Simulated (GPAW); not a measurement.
# YRh (Pm-3m): the Y L₃ absorption edge, part 2 of 3

Aim: the near-edge shape at the Y L₃ edge of YRh (Pm-3m), and what the core hole does to it.

GPAW 26.7.0; X-ray absorption from dipole matrix elements to empty bands, plane-wave PAW LDA.

So far. Step 2 (Ground state of the crystal): The mesh shows a gap of only 0.04 eV, so the system is treated as a metal and the core electron is put at the Fermi level (neutral cell). Step 3 (Spectrum without a core hole, Y atom 2): Main maxima below 30 eV (height): 2.6 eV (1.62), 5.2 eV (2.03), 12.4 eV (1.03) and 19.0 eV (0.78). At an L edge the dipole rule selects empty d (and weakly s) states on the absorber, and the strong line at the onset measures the empty part of its d band.

### Step 5. Spectrum with XCH, Y atom 2

The holes are 5.9 Å apart. In GPAW the data set carries the hole's charge, so charge=0 means a charged cell and charge=-1 a neutral one. The excited electron is kept in the cell, where it fills the lowest empty states and screens the hole. After the field has converged, empty bands are computed with the density fixed and the dipole matrix elements are summed.

File xas.py:

```python
import numpy as np
from ase import Atoms
from ase.parallel import parprint, paropen
from gpaw import GPAW, PW, FermiDirac, Mixer, MixerDif, setup_paths
from gpaw.test import gen
setup_paths.insert(0, '.')
gen('Y', name='fch2p', xcname='LDA', corehole=(2, 1, 1), write_xml=True)
from gpaw.mpi import world
world.barrier()

atoms = Atoms('Rh4Y4',
    cell=[[3.407, 3.407, 3.407],
     [-3.407, 3.407, -3.407],
     [-3.407, -3.407, 3.407]],
    scaled_positions=[[0, 0, 0],
     [0, 0.5, 0.5],
     [0.5, 0, 0.5],
     [0.5, 0.5, 0],
     [0.5, 0, 0],
     [0.5, 0.5, 0.5],
     [0, 0, 0.5],
     [0, 0.5, 0]],
    pbc=True)
atoms.calc = calc = GPAW(legacy_gpaw=True, mode=PW(430, force_complex_dtype=True), xc='LDA', setups={4: 'fch2p'},
    kpts={'size': (5, 5, 5), 'gamma': True}, occupations=FermiDirac(0.1),
    charge=-1, mixer=Mixer(0.1, 5, 50), maxiter=150,
    convergence={'density': 0.0001, 'eigenstates': 1e-6}, txt='scf.txt')
energy = atoms.get_potential_energy() + calc.get_reference_energy()
ef = calc.get_fermi_level()
out = dict(energy=energy, fermi=ef, forces=atoms.get_forces().tolist())
parprint(f'all-electron energy {energy:.4f} eV, Fermi level {ef:.4f} eV')
ev = np.array([[calc.get_eigenvalues(k, s) for k in range(len(calc.get_ibz_k_points()))] for s in range(calc.get_number_of_spins())])
out['homo'], out['lumo'], out['counts'] = ev[ev < ef].max(), ev[ev > ef].min(), sorted(set((ev < ef).sum((0, 2)).tolist()))
out['filled'] = (ev[:, 0] < ef).sum(1).tolist()

from ase.units import Ha
from gpaw.xas import dipole_matrix_elements
nb = int(calc.get_number_of_electrons() / 2) + 137
top, nb = nb, nb + 8 + nb // 12
nscf = calc.fixed_density(kpts={'size': (6, 6, 6), 'gamma': True}, nbands=nb,
    convergence={'bands': top, 'eigenstates': 5e-3}, maxiter=60, txt='nscf.txt')
cell = atoms.cell.array
ops = [cell.T @ U.T @ np.linalg.inv(cell.T) for U in nscf.wfs.kd.symmetry.op_scc]
E = np.arange(-6, 34, 0.1)
fwhm = np.interp(E, [4, 25], [1.5, 3.5])
Y, X, zero, highest = 0, 0, 1e9, 1e9
for spin in range(nscf.get_number_of_spins()):
    wfs = nscf.wfs
    mine = wfs.bd.get_slice()  # this rank's bands
    A = dipole_matrix_elements(wfs.setups[4])
    eps = np.zeros((wfs.kd.nibzkpts, nb))
    d = np.zeros((3, A.shape[1], wfs.kd.nibzkpts, nb), complex)
    for kpt in wfs.kpt_u:
        if kpt.s == spin and 4 in kpt.P_ani:
            eps[kpt.k, mine] = kpt.eps_n * Ha
            d[:, :, kpt.k, mine] = (kpt.weight * wfs.nspins / 2) ** 0.5 * np.inner(A, kpt.P_ani[4])
    world.sum(eps)
    world.sum(d)
    T = np.einsum('amkn,bmkn->abkn', d, d.conj()).real
    T = sum(np.einsum('ai,ijkn,bj->abkn', R, T, R) for R in ops) / len(ops)
    empty = eps > ef
    zero, highest = min(zero, eps[empty].min()), min(highest, eps[:, top - 1].min())
    lines = [(eps, T, empty)] if spin == 0 else lines + [(eps, T, empty)]
for eps, T, empty in lines:
    f = np.einsum('aakn->akn', T).reshape(3, -1)
    x = eps.ravel() - zero
    w = np.interp(x, E, fwhm) / 2.35482
    g = np.exp(-0.5 * ((E[:, None] - x) / w) ** 2) / (w * (2 * np.pi) ** 0.5)
    Y = Y + (f * empty.ravel()) @ g.T
    X = X + (f * ~empty.ravel()) @ g.T
out.update(E=E.round(2).tolist(), xas=Y.tolist(), xes=X.tolist(), zero=zero, valid=highest - zero, nk=len(eps), nb=nb)
for i in range(0, len(E), 10):
    parprint(f'{E[i]:7.2f}', *(f'{v:10.3e}' for v in Y[:, i]))
import json
with paropen('out.json', 'w') as f:
    json.dump(out, f)
```

Started as:

```
$ OMP_NUM_THREADS=1 mpirun -n 4 gpaw python xas.py
```

Numbers of over 12 decimals in the logs are rounded to 6 here.

Log:

```text
Input parameters:
  charge: -1
  convergence: {density: 0.0001,
                eigenstates: 1e-06}
  kpts: {gamma: True,
         size: (5, 5, 5)}
  maxiter: 150
  mixer: {backend: pulay,
          beta: 0.1,
          method: separate,
          nmaxold: 5,
          weight: 50}
  mode: {ecut: 430.0,
         force_complex_dtype: True,
         name: pw}
  occupations: {fixmagmom: False,
                name: fermi-dirac,
                width: 0.1}
  setups: {4: fch2p}

Initialize ...

[... PAW data sets ...]

Reference energy: -885882.778461  # eV

Spin-paired calculation

[... convergence settings ...]
Symmetries present (total): 12
  [... symmetry matrices ...]

125 k-points: 5 x 5 x 5 Monkhorst-Pack grid
19 k-points in the irreducible part of the Brillouin zone
       k-points in crystal coordinates                weights
   0:     0.00000000    0.00000000    0.00000000          1/125
   1:     0.00000000    0.20000000    0.00000000          6/125
   2:     0.00000000    0.40000000   -0.20000000          6/125
   3:     0.00000000    0.40000000    0.00000000          6/125
   4:     0.00000000    0.40000000    0.40000000          6/125
   5:     0.20000000   -0.40000000   -0.40000000          2/125
   6:     0.20000000    0.00000000    0.00000000          6/125
   7:     0.20000000    0.20000000   -0.20000000          6/125
   8:     0.20000000    0.20000000    0.00000000         12/125
   9:     0.20000000    0.40000000   -0.20000000         12/125
          ...
  18:     0.40000000    0.40000000    0.40000000          6/125

Wave functions: Plane wave expansion
  Cutoff energy: 430.000 eV
  Number of coefficients (min, max): 3151, 3232
  Pulay-stress correction: 0.000000 eV/Ang^3 (de/decut=0.000000)
  Using FFTW library
  Wavefunction extrapolation:
    Improved wavefunction reuse through dual PAW basis

Occupation numbers: Fermi-Dirac:
  width: 0.1000  # eV

Eigensolver
   Davidson(niter=2)

Densities:
  Coarse grid: 30*30*30 grid
  Fine grid: 60*60*60 grid
  Total Charge: 0.000000

Density mixing:
  Method: separate
  Backend: pulay
  Linear mixing parameter: 0.1
  old densities: 5
  Width of damping distribution: 1.1
  Damping of long wavelength oscillations: 50

[... Hamiltonian set-up ...]
Number of atoms: 8
Number of atomic orbitals: 100
Number of bands in calculation: 67
Number of valence electrons: 105
Bands to converge: occupied

... initialized

Initializing position-dependent things.

Density initialized from atomic densities
Creating initial wave functions:
  67 bands from LCAO basis set

                Rh
              Y       Y
                   Rh
           Y
        Rh      Rh
              Y

Atomic positions and initial magnetic moments

Positions:
   0 Rh     0.000000    0.000000    0.000000    ( 0.0000,  0.0000,  0.0000)
   1 Rh    -3.407000    0.000000    0.000000    ( 0.0000,  0.0000,  0.0000)
   2 Rh     0.000000    0.000000    3.407000    ( 0.0000,  0.0000,  0.0000)
   3 Rh     0.000000    3.407000    0.000000    ( 0.0000,  0.0000,  0.0000)
   4 Y      1.703500    1.703500    1.703500    ( 0.0000,  0.0000,  0.0000)
   5 Y     -1.703500    1.703500    1.703500    ( 0.0000,  0.0000,  0.0000)
   6 Y     -1.703500   -1.703500    1.703500    ( 0.0000,  0.0000,  0.0000)
   7 Y     -1.703500    1.703500   -1.703500    ( 0.0000,  0.0000,  0.0000)

Unit cell:
           periodic     x           y           z      points  spacing
  1. axis:    yes    3.407000    3.407000    3.407000    30     0.1606
  2. axis:    yes   -3.407000    3.407000   -3.407000    30     0.1606
  3. axis:    yes   -3.407000   -3.407000    3.407000    30     0.1606

  Lengths:   5.901097   5.901097   5.901097
  Angles:  109.471221 109.471221 109.471221

Effective grid spacing dv^(1/3) = 0.1803

iter:   1   -80.254729
iter:   2   -74.483625   -0.84  -1.17
iter:   3   -73.926117   -1.62  -1.45
iter:   4   -73.206803   -1.70  -1.54
iter:   5   -73.118668   -1.70  -1.81
iter:   6   -73.134739   -2.66  -2.25
iter:   7   -73.121571c  -3.26  -2.54
iter:   8   -73.119551c  -3.47  -2.98
iter:   9   -73.119750c  -4.11  -3.07
iter:  10   -73.119485c  -4.43  -3.24
iter:  11   -73.119366c  -4.91  -3.38
iter:  12   -73.119336c  -5.42  -3.67
iter:  13   -73.119340c  -5.88  -3.77
iter:  14   -73.119356c  -5.71  -3.86
iter:  15   -73.119354c  -6.36c -4.59c

Converged after 15 iterations.

Dipole moment: (-0.000000, 0.000000, -0.000000) |e|*Ang

Energy contributions relative to reference atoms: (reference = -885882.778461)

Kinetic:        -11.409297
Potential:       +2.853465
External:        +0.000000
XC:             -63.035321
Entropy (-ST):   -0.178955
Local:           -1.438724
SIC:             +0.000000
--------------------------
Free energy:    -73.208831
Extrapolated:   -73.119354

Showing only first 2 kpts
 Kpt  Band  Eigenvalues  Occupancy
  0    50      9.30102    0.59847
  0    51      9.30102    0.59847
  0    52     10.70456    0.00000
  0    53     10.70456    0.00000

  1    50      9.14277    1.35028
  1    51      9.16441    1.25202
  1    52      9.85394    0.00338
[...]
Fermi level: 9.21593

No gap
No difference between direct/indirect transitions

Forces in eV/Ang:
  0 Rh    0.00000    0.00000    0.00000
  1 Rh    0.00000   -0.00000   -0.00000
  2 Rh   -0.00000    0.00000    0.00000
  3 Rh    0.00000    0.00000    0.00000
  4 Y     0.00000    0.00000    0.00000
  5 Y     0.00000    0.00000    0.00000
  6 Y     0.00000    0.00000    0.00000
  7 Y     0.00000    0.00000   -0.00000
Scalar-relativistic atomic LDA calculation for Y (Yttrium, Z=39)
Core hole in 2p state (2p occupation: 5.0)
750 radial gridpoints.
|------------------------------------------------|
|------------------------------------------------|
[... the atom generator's iteration count ...]

Energy contributions:
-------------------------
Kinetic:    +3390.169410
XC:          -101.586326
Potential:  -6591.707672
-------------------------
Total:      -3303.124588

state      eigenvalue         ekin         rmax
-----------------------------------------------
1s^2.0 :  -624.020649   785.933785        0.025
2s^2.0 :   -88.104979   159.718374        0.140
2p^5.0 :   -79.278025   154.656858        0.112
3s^2.0 :   -14.821145    41.563665        0.416
3p^6.0 :   -11.851076    38.628153        0.408
3d^10.0:    -6.902769    34.281661        0.347
4s^2.0 :    -2.317952     8.978980        1.088
4p^6.0 :    -1.537864     7.230238        1.182
4d^1.0 :    -0.465087     3.600285        1.531
5s^2.0 :    -0.408502     1.464135        2.930
5p^0.0 :    -0.262947     1.007025        3.543
-----------------------------------------------
(units: Bohr and Hartree)

Generating PAW setup
Kinetic energy of the core from tauc = 3378.447297
Cutoffs:
rc(s)=2.510
rc(p)=2.490
rc(d)=2.430
rc(vbar)=2.450
rc(comp)=2.410
rc(nct)=2.510

Kinetic energy of the core states: 3322.301470
Charge: 1.0
Core electrons: 27.0
Valence electrons: 11.0
Pseudo-core charge: 0.001449
Shape function alpha=1.722
Pseudo-electron charge 6.524097
state    eigenvalue         norm
--------------------------------
4s(2) :    -2.317952     0.579399
5s(2) :    -0.408502     0.963008
4p(6) :    -1.537864     0.451215
5p(0) :    -0.262947     0.957472
4d(1) :    -0.465087     0.730544
*d    :     0.534913
--------------------------------

Diagonalizing with gridspacing h=0.050

state   all-electron     PAW
-------------------------------
4s:      -2.317952    -2.318410
4p:      -1.537864    -1.538528
4d:      -0.465087    -0.465594
*f:                   -0.036509
-------------------------------
all-electron energy -885955.8978 eV, Fermi level 9.2159 eV
[...]
31.00  1.089e-05  1.089e-05  1.089e-05
  32.00  9.848e-06  9.848e-06  9.848e-06
  33.00  9.742e-06  9.742e-06  9.742e-06
```

The job ended after 96 s (4 MPI ranks of Intel Xeon Platinum 8488C (Sapphire Rapids), shared host; peak memory 0.45 GiB).

The Y L₃ spectrum, Y atom 2, excited-electron core hole (neutral cell) (energy from the lowest empty level; intensity scaled to a mean of 1 over the first 20 eV):

```tsv
E (eV)	intensity
-2.0	0.00
-1.4	0.02
-0.8	0.21
-0.2	0.93
0.4	2.22
1.0	3.04
1.6	2.59
2.2	1.79
2.8	1.65
3.4	1.97
4.0	2.03
4.6	1.60
5.2	1.11
5.8	0.87
6.4	0.78
7.0	0.68
7.6	0.55
8.2	0.49
8.8	0.53
9.4	0.63
10.0	0.72
10.6	0.81
11.2	0.86
11.8	0.84
12.4	0.76
13.0	0.65
13.6	0.55
14.2	0.46
14.8	0.41
15.4	0.41
16.0	0.44
16.6	0.51
17.2	0.58
17.8	0.64
18.4	0.65
19.0	0.63
19.6	0.59
20.2	0.55
20.8	0.53
21.4	0.52
22.0	0.51
22.6	0.50
23.2	0.49
23.8	0.50
24.4	0.52
25.0	0.54
25.6	0.55
26.2	0.56
26.8	0.56
27.4	0.56
28.0	0.56
28.6	0.57
29.2	0.58
29.8	0.57
30.4	0.54
31.0	0.50
31.6	0.47
```

Main maxima below 30 eV (height): 1.0 eV (3.04), 3.8 eV (2.07), 11.4 eV (0.86), 18.4 eV (0.65) and 29.2 eV (0.58). 

### Step 6. Spectrum with FCH, Y atom 2

The holes are 5.9 Å apart. In GPAW the data set carries the hole's charge, so charge=0 means a charged cell and charge=-1 a neutral one. The excited electron is left out and a uniform background balances the charge. After the field has converged, empty bands are computed with the density fixed and the dipole matrix elements are summed.

Changed against the first core-hole run: core hole to FCH.

xas.py, as its differences from that of step 5:

```diff
@@ -25,3 +25,3 @@
     kpts={'size': (5, 5, 5), 'gamma': True}, occupations=FermiDirac(0.1),
-    charge=-1, mixer=Mixer(0.1, 5, 50), maxiter=150,
+    charge=0, mixer=Mixer(0.1, 5, 50), maxiter=150,
     convergence={'density': 0.0001, 'eigenstates': 1e-6}, txt='scf.txt')
```

Log:

```text
Input parameters:
  convergence: {density: 0.0001,
                eigenstates: 1e-06}
  kpts: {gamma: True,
         size: (5, 5, 5)}
  maxiter: 150
  mixer: {backend: pulay,
          beta: 0.1,
          method: separate,
          nmaxold: 5,
          weight: 50}
  mode: {ecut: 430.0,
         force_complex_dtype: True,
         name: pw}
  occupations: {fixmagmom: False,
                name: fermi-dirac,
[...]
*d    :     0.534913
--------------------------------

Diagonalizing with gridspacing h=0.050

state   all-electron     PAW
-------------------------------
4s:      -2.317952    -2.318410
4p:      -1.537864    -1.538528
4d:      -0.465087    -0.465594
*f:                   -0.036509
-------------------------------
all-electron energy -885965.0368 eV, Fermi level 9.0419 eV
[...]
32.00  9.986e-06  9.986e-06  9.986e-06
  33.00  9.642e-06  9.642e-06  9.642e-06
[key lines of the parts left out:]
Converged after 15 iterations.
Dipole moment: (-0.000000, -0.000000, -0.000000) |e|*Ang
Free energy:    -82.339462
Fermi level: 9.04188
```

Wall time 97 s (4 MPI ranks); peak memory 0.45 GiB; 6.4 min of CPU time.

```tsv
E (eV)	first run	this run
-2.0	0.00	0.00
-1.0	0.11	0.08
0.0	1.32	1.04
1.0	3.04	2.97
2.0	2.01	2.29
3.0	1.74	1.64
4.0	2.03	2.03
5.0	1.25	1.39
6.0	0.83	0.85
7.0	0.68	0.71
8.0	0.49	0.51
9.0	0.56	0.51
10.0	0.72	0.67
11.0	0.85	0.81
12.0	0.82	0.83
13.0	0.65	0.68
14.0	0.49	0.51
15.0	0.41	0.41
16.0	0.44	0.41
17.0	0.56	0.51
18.0	0.65	0.62
19.0	0.63	0.63
20.0	0.56	0.57
21.0	0.52	0.52
22.0	0.51	0.50
23.0	0.49	0.49
24.0	0.50	0.49
25.0	0.54	0.52
26.0	0.56	0.55
27.0	0.56	0.55
28.0	0.56	0.55
29.0	0.58	0.56
30.0	0.56	0.56
31.0	0.50	0.51
32.0	0.45	0.45
```

Against the first run the r.m.s. difference is 8 %. The highest intensity below 24 eV goes from 1.0 eV (3.04) to 1.2 eV (3.09).

The photon energy of the zero moves by -0.08 eV.

### Step 7. Spectrum with HCH, Y atom 2

The holes are 5.9 Å apart. The data set carries half a charge, which charge=0 leaves uncompensated but for the background. Half a hole is Slater's transition state, a compromise that weakens the attraction. After the field has converged, empty bands are computed with the density fixed and the dipole matrix elements are summed.

Changed against the first core-hole run: core hole from full to half.

xas.py, as its differences from that of step 6:

```diff
@@ -6,3 +6,3 @@
 setup_paths.insert(0, '.')
-gen('Y', name='fch2p', xcname='LDA', corehole=(2, 1, 1), write_xml=True)
+gen('Y', name='hch2p', xcname='LDA', corehole=(2, 1, 0.5), write_xml=True)
 from gpaw.mpi import world
@@ -23,3 +23,3 @@
     pbc=True)
-atoms.calc = calc = GPAW(legacy_gpaw=True, mode=PW(430, force_complex_dtype=True), xc='LDA', setups={4: 'fch2p'},
+atoms.calc = calc = GPAW(legacy_gpaw=True, mode=PW(430, force_complex_dtype=True), xc='LDA', setups={4: 'hch2p'},
     kpts={'size': (5, 5, 5), 'gamma': True}, occupations=FermiDirac(0.1),
```

Log:

```text
Input parameters:
  convergence: {density: 0.0001,
                eigenstates: 1e-06}
  kpts: {gamma: True,
         size: (5, 5, 5)}
  maxiter: 150
  mixer: {backend: pulay,
          beta: 0.1,
          method: separate,
          nmaxold: 5,
          weight: 50}
  mode: {ecut: 430.0,
         force_complex_dtype: True,
         name: pw}
  occupations: {fixmagmom: False,
                name: fermi-dirac,
[...]
*d    :     0.736060
--------------------------------

Diagonalizing with gridspacing h=0.050

state   all-electron     PAW
-------------------------------
4s:      -2.026206    -2.026665
4p:      -1.267900    -1.268573
4d:      -0.263940    -0.264377
*f:                    0.016647
-------------------------------
all-electron energy -887019.1609 eV, Fermi level 9.1349 eV
[...]
32.00  1.090e-05  1.090e-05  1.090e-05
  33.00  1.029e-05  1.029e-05  1.029e-05
[key lines of the parts left out:]
Converged after 15 iterations.
Dipole moment: (-0.000000, 0.000000, 0.000000) |e|*Ang
Free energy:    -71.290898
Fermi level: 9.13492
```

Elapsed: 99 s, on 4 MPI ranks; peak memory 0.45 GiB; 6.6 min of CPU time.

```tsv
E (eV)	first run	this run
-2.0	0.00	0.00
-1.0	0.11	0.04
0.0	1.32	0.47
1.0	3.04	1.69
2.0	2.01	2.25
3.0	1.74	1.60
4.0	2.03	1.88
5.0	1.25	1.92
6.0	0.83	1.12
7.0	0.68	0.93
8.0	0.49	0.65
9.0	0.56	0.57
10.0	0.72	0.71
11.0	0.85	0.85
12.0	0.82	0.91
13.0	0.65	0.80
14.0	0.49	0.60
15.0	0.41	0.46
16.0	0.44	0.44
17.0	0.56	0.54
18.0	0.65	0.66
19.0	0.63	0.69
20.0	0.56	0.63
21.0	0.52	0.56
22.0	0.51	0.53
23.0	0.49	0.51
24.0	0.50	0.51
25.0	0.54	0.54
26.0	0.56	0.58
27.0	0.56	0.60
28.0	0.56	0.60
29.0	0.58	0.61
30.0	0.56	0.61
31.0	0.50	0.56
32.0	0.45	0.50
```

Against the first run the r.m.s. difference is 32 %. A shift of +0.8 eV leaves 15 %. The highest intensity below 24 eV goes from 1.0 eV (3.04) to 1.8 eV (2.30).

### Step 8. Reference energy of the supercell

The cutoff changes for the next run, so it gets a reference energy of its own.

File scf.py:

```python
import numpy as np
from ase import Atoms
from ase.parallel import parprint, paropen
from gpaw import GPAW, PW, FermiDirac, Mixer, MixerDif, setup_paths
from gpaw.test import gen
setup_paths.insert(0, '.')
gen('Y', name='nch2p', xcname='LDA', corehole=(2, 1, 0), write_xml=True)
from gpaw.mpi import world
world.barrier()

atoms = Atoms('Rh4Y4',
    cell=[[3.407, 3.407, 3.407],
     [-3.407, 3.407, -3.407],
     [-3.407, -3.407, 3.407]],
    scaled_positions=[[0, 0, 0],
     [0, 0.5, 0.5],
     [0.5, 0, 0.5],
     [0.5, 0.5, 0],
     [0.5, 0, 0],
     [0.5, 0.5, 0.5],
     [0, 0, 0.5],
     [0, 0.5, 0]],
    pbc=True)
atoms.calc = calc = GPAW(legacy_gpaw=True, mode=PW(600, force_complex_dtype=True), xc='LDA', setups={4: 'nch2p'},
    kpts={'size': (5, 5, 5), 'gamma': True}, occupations=FermiDirac(0.1),
    charge=0, mixer=Mixer(0.1, 5, 50), maxiter=150,
    convergence={'density': 0.0001, 'eigenstates': 1e-6}, txt='scf.txt')
energy = atoms.get_potential_energy() + calc.get_reference_energy()
ef = calc.get_fermi_level()
out = dict(energy=energy, fermi=ef, forces=atoms.get_forces().tolist())
parprint(f'all-electron energy {energy:.4f} eV, Fermi level {ef:.4f} eV')
ev = np.array([[calc.get_eigenvalues(k, s) for k in range(len(calc.get_ibz_k_points()))] for s in range(calc.get_number_of_spins())])
out['homo'], out['lumo'], out['counts'] = ev[ev < ef].max(), ev[ev > ef].min(), sorted(set((ev < ef).sum((0, 2)).tolist()))
out['filled'] = (ev[:, 0] < ef).sum(1).tolist()
import json
with paropen('out.json', 'w') as f:
    json.dump(out, f)
```

Started as:

```
$ OMP_NUM_THREADS=1 mpirun -n 4 gpaw python scf.py
```

Log:

```text
Input parameters:
  convergence: {density: 0.0001,
                eigenstates: 1e-06}
  kpts: {gamma: True,
         size: (5, 5, 5)}
  maxiter: 150
  mixer: {backend: pulay,
          beta: 0.1,
          method: separate,
          nmaxold: 5,
          weight: 50}
  mode: {ecut: 600.0,
         force_complex_dtype: True,
         name: pw}
  occupations: {fixmagmom: False,
                name: fermi-dirac,
[...]
5s(2) :    -0.155371     0.971849
4p(6) :    -1.027192     0.548140
5p(0) :    -0.054980     0.976393
4d(1) :    -0.097195     0.865310
*d    :     0.902805
--------------------------------

Diagonalizing with gridspacing h=0.050

state   all-electron     PAW
-------------------------------
4s:      -1.763072    -1.763529
4p:      -1.027192    -1.027856
4d:      -0.097195    -0.097523
*f:                    0.059866
-------------------------------
all-electron energy -888050.6779 eV, Fermi level 9.1958 eV
[key lines of the parts left out:]
Converged after 14 iterations.
Dipole moment: (0.000000, 0.000000, 0.000000) |e|*Ang
Free energy:    -62.695413
Fermi level: 9.19575
```

The job ended after 39 s (4 MPI ranks; peak memory 0.33 GiB; 2.6 min of CPU time).

Reference energy: -888050.678 eV with the cores included.

(Part 2 of 3 ends here.)

[Banner, clock and machine lines of the logs are left out without a mark of their own.]

[Logs are printed without paths, hosts, clocks, repeated set-up lines and the standing remarks that a program may print on its own settings, such as how far it seeks lower states.]

[Hosts, paths, dates, database ids (printed as entryN), source tags and the programs' standing remarks are cut or masked in the printed files.]

[Lists of maxima count a maximum above −3 eV only where it reaches 4 % of the highest in the window and stands out from its surroundings by 2 % of it (1.5 % where it reaches 55 %); shoulders and weaker maxima are passed over, and of the rest the first, up to two pre-edge ones and the few strongest are named.]
